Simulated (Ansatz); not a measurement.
# Arsenene bilayer (AA') in a perpendicular field, part 3 of 3

Wanted: the out-of-plane response of the arsenene bilayer (AA'). A positive field points along +c.

Ansatz 0.2.0; plane-wave DFT, PBE-D3(BJ), Ansatz PAW.

So far. Step 8 (Single point, field 0.35 V/Å): The dipole is 0.175 e·Å, and the gap 1.032 eV.

## Step 9: Response, atoms held

This step: plane-wave DFT, PBE-D3(BJ), Ansatz PAW; response to a field along the normal, atoms held (Ansatz 0.2.0).

The dipoles give the slope, and the difference of two potentials shows where the field is screened.

This step gave:

```
equivalent conductor thickness p/(ε₀AE) : 8.181 Å
distance between the outer atoms        : 6.643 Å
```

Dipole of the cell against applied field:

| applied field (V/Å) | dipole of the cell (e·Å) |
| --- | --- |
| -0.200 | -0.0998 |
| -0.100 | -0.0499 |
| 0.000 | 1.2e-6 |
| 0.100 | 0.0499 |
| 0.200 | 0.0998 |
| 0.350 | 0.175 |

Local field over the applied field, running mean. From the potentials at -0.1 and 0.1 V/Å; running mean over 2.5 Å. Table of local field over applied field by z:

| z (Å) | local field over applied field |
| --- | --- |
| 5 | 0.991 |
| 6 | 0.943 |
| 7 | 0.745 |
| 8 | 0.402 |
| 9 | 0.0987 |
| 10 | 0.0324 |
| 11 | 0.203 |
| 12 | 0.390 |
| 13 | 0.344 |
| 14 | 0.122 |
| 15 | 0.0280 |
| 16 | 0.187 |
| 17 | 0.530 |
| 18 | 0.841 |
| 19 | 0.969 |
| 20 | 0.995 |

Electrons, planar mean, per unit field. Table of induced electron density by z:

| z (Å) | induced electron density (e/Å³ per V/Å) |
| --- | --- |
| 4.5 | 1.6e-5 |
| 5.0 | 4.4e-5 |
| 5.5 | 1.2e-4 |
| 6.0 | 2.9e-4 |
| 6.5 | 6.9e-4 |
| 7.0 | 0.00150 |
| 7.5 | 0.00277 |
| 8.0 | 0.00323 |
| 8.5 | 0.00141 |
| 9.0 | 0.00101 |
| 9.5 | 4.3e-4 |
| 10.0 | -4.8e-4 |
| 10.5 | -8.4e-4 |
| 11.0 | -0.00161 |
| 11.5 | -0.00267 |
| 12.0 | -0.00125 |
| 12.5 | 7.0e-4 |
| 13.0 | 0.00242 |
| 13.5 | 0.00215 |
| 14.0 | 8.6e-4 |
| 14.5 | 5.6e-4 |
| 15.0 | -1.4e-4 |
| 15.5 | -8.2e-4 |
| 16.0 | -0.00115 |
| 16.5 | -0.00287 |
| 17.0 | -0.00309 |
| 17.5 | -0.00184 |
| 18.0 | -8.7e-4 |
| 18.5 | -3.7e-4 |
| 19.0 | -1.5e-4 |
| 19.5 | -5.8e-5 |
| 20.0 | -2.1e-5 |
| 20.5 | -7.6e-6 |

The smaller of the gaps on the path and on the k-mesh, counted as 0 under 0.03 eV. The gap by applied field:

| applied field (V/Å) | gap (eV) |
| --- | --- |
| -0.200 | 1.15 |
| -0.100 | 1.22 |
| 0.000 | 1.27 |
| 0.100 | 1.22 |
| 0.200 | 1.15 |
| 0.350 | 1.03 |

By hand: between -0.1 and 0.1 V/Å the dipole changes by 0.09976 e·Å, a slope of 0.4988 e·Å²/V. A perfect conductor of thickness t has p = ε₀AEt, so t = 180.95 × 0.4988 / 11.033 = 8.18 Å (e/ε₀ = 180.95 V·Å, A in Å²).

The induced dipole is that of a conductor 8.18 Å thick.

## Step 10: Varying the input

This step: plane-wave DFT, PBE-D3(BJ), Ansatz PAW (Ansatz 0.2.0).

A run with a changed input: it repeats the earlier run at 0.1 V/Å with basis.xc_grid to 2, scf.occupations.method from fermi_dirac to gaussian and scf.occupations.width from 0.02585 to 0.01; its output block differs too.

Input file input.yaml:

```yaml
crystal:
  lattice:
    - [3.5692371621, 0.0, 0.0]
    - [-1.7846185811, 3.0910500545, 0.0]
    - [0.0, 0.0, 24.6426272844]
  atoms:
    - { symbol: As, position: [0.6666666667, 0.3333333333, 0.3652207979] }
    - { symbol: As, position: [0.3333333333, 0.6666666667, 0.421981544] }
    - { symbol: As, position: [0.3333333333, 0.6666666667, 0.578018456] }
    - { symbol: As, position: [0.6666666667, 0.3333333333, 0.6347792021] }
kpoints:
  mp_grid: { grid: [18, 18, 1] }
  band_path:
    path: [[0, 0, 0], [0.5, 0, 0], [0.33333333, 0.33333333, 0], [0, 0, 0]]
    npoints: 16
hamiltonian:
  xc: pbe
  dispersion: d3bj
scf:
  occupations: { method: gaussian, width: 0.01 }
  convergence: { dr2_threshold: 1.0e-10 }
efield:
  axis: 3
  dipole_correction: true
  ramp_position: 0.97
  ramp_width: 0.06
  amplitude: 0.1
output:
  write_potential: true
  write_density: true
  volumetric_format: npy
basis:
  xc_grid: 2
```

Launch:

```bash
$ ansatz run input.yaml --threads 4 --pin off --max-ram 6144MiB --backend cpu --events-out ev --progress --plain --runs-dir out
```

What it wrote:

```text
[...]
Crystal: 4 atoms, lattice volume = 271.874 Å³
Basis set: ecut = 420 eV, 5237 PW (Γ), exchange–correlation on 48×48×360 points (8 copies of the dense FFT grid, shifted against one another)
Bands: 36, of which v1, the nominal top of the filled ones, is band 30 counted from 1 (29 counted from 0)
Symmetry: 6 space group operations
k-points: 37 of 324 (time reversal used)
[...]
SCF iter  12: F=-19425.516901 eV  HF=-19425.516901 eV  |F-HF|=2.91e-11  |Δ(HF+E_count)|=  1.24e-10  Δρ=8.32e-8  dr2=1.53e-11  ethr=1.00e-12  p=0.050 e·Å  D=3.32e-2 V/Å  ΔV_dip=-0.82 eV  dr2_dipole=1.73e-14  V_vac-E_F(+/−)=5.28/3.86 eV  ⟨swp⟩=5.8  Hψ=4157  notcnv=0
SCF 1 converged in 12 iterations: F = -19425.516901 eV  dr2 = 1.53e-11
[...]
SCF converged after 12 iterations
Free energy (F): -19425.516901 eV
[...]
Internal energy: -19425.516901 eV  (E = F + TS)
E sigma→0 (E₀):  -19425.516901 eV
Fermi energy:    0.186283 eV
Dipole field:    D = 0.033199 V/Å  (p = 0.049881 e·Å, saw-weighted, corrected)
Work function:   not extracted (applied field tilts the vacuum); planar V_es + V_field profile in the machine report
[...]
--- Band table (eV; the first three rows and the last of 37) ---
  k-point 0: bands = [... 26 lower, -0.5392, -0.5392, -0.4253, -0.4253, 1.4413, 1.8666, 2.9574, 2.9574, ... 2 higher]
  k-point 1: bands = [... 26 lower, -0.9151, -0.6398, -0.6022, -0.5259, 1.8364, 2.2223, 2.8597, 3.0130, ... 2 higher]
  k-point 2: bands = [... 26 lower, -1.5682, -0.8974, -0.7833, -0.5730, 2.0524, 2.3056, 3.0205, 3.3030, ... 2 higher]
  k-point 36: bands = [... 26 lower, -2.9375, -2.6898, -2.5243, -2.3148, 1.1384, 1.5762, 3.6036, 3.6128, ... 2 higher]
```

The job ended after 14 s (4 threads of Arm Neoverse V2, shared host; peak memory 0.72 GiB; 55 s of CPU time).

This step gave:

| Property | Result |
| --- | --- |
| gap on the k-mesh | 1.223 eV |
| dipole along the normal | 0.04988 e·Å |
| gap along the path | 1.226 eV |
| smallest direct gap along the path | 1.652 eV |
| gap, the smaller of path and mesh | 1.223 eV |

The electronic bands at the labelled points (eV, zero at the Fermi level of the run, which the smearing sets inside the gap):

| point | band 27 | band 28 | band 29 | band 30 | band 31 | band 32 | band 33 | band 34 |
| --- | --- | --- | --- | --- | --- | --- | --- | --- |
| Γ | -0.73 | -0.73 | -0.61 | -0.61 | 1.25 | 1.68 | 2.77 | 2.77 |
| halfway | -1.91 | -1.80 | -1.61 | -0.84 | 0.83 | 1.24 | 3.46 | 3.66 |
| M | -2.67 | -2.63 | -2.55 | -2.18 | 1.09 | 1.44 | 1.91 | 2.83 |
| halfway | -3.42 | -3.13 | -2.59 | -2.17 | 1.59 | 2.12 | 2.74 | 3.08 |
| K | -3.12 | -2.88 | -2.71 | -2.50 | 0.95 | 1.39 | 3.42 | 3.43 |
| halfway | -3.07 | -2.95 | -1.56 | -0.83 | 1.81 | 2.35 | 2.67 | 2.95 |
| Γ | -0.73 | -0.73 | -0.61 | -0.61 | 1.25 | 1.68 | 2.77 | 2.77 |

| quantity | this run | earlier run | difference |
| --- | --- | --- | --- |
| dipole along the normal (e·Å) | 0.04988 | 0.04988 | 2.9e-7 |
| gap along the path (eV) | 1.226 | 1.226 | -3.0e-6 |
| smallest direct gap along the path (eV) | 1.652 | 1.652 | -2.0e-6 |
| gap on the k-mesh (eV) | 1.223 | 1.223 | -2.0e-6 |

Nothing in the table moves by 0.01 in its unit (for the dipole 0.5 % and 5e-5 e·Å).

## Step 11: Outcome

```yaml
gap_without_field: 1.27 eV
ionisation_energy_upper_face: 5.26 eV
electron_affinity_upper_face: 3.98 eV
equivalent_conductor_thickness_atoms_held: 8.18 Å
```

**Reading.** The induced dipole equals that of a perfect conductor 8.18 Å thick, while the outer atoms lie 6.64 Å apart; an out-of-plane ε follows only once a thickness t is chosen, by 1 − 1/ε = 8.18 Å / t. The gap goes from 1.27 eV to 1.03 eV at 0.35 V/Å. With the field reversed it is 1.15 eV at -0.2 V/Å. Semilocal functionals give gaps that are too small, and excitons are not included. Spin-orbit coupling is left out.

[Long decimals in the printed logs are rounded to 6 places.]

[Logs are printed without paths, hosts, clocks, repeated set-up lines and the standing remarks that a program may print on its own settings, such as how far it seeks lower states.]

[Hosts, paths, dates, database ids (printed as entryN), source tags and the programs' standing remarks are cut or masked in the printed files.]

[Maps of the electrostatic potential energy from Ansatz leave out the sawtooth potential of an applied field or a dipole correction, so their vacuum need not be flat; planar profiles and work functions include it.]
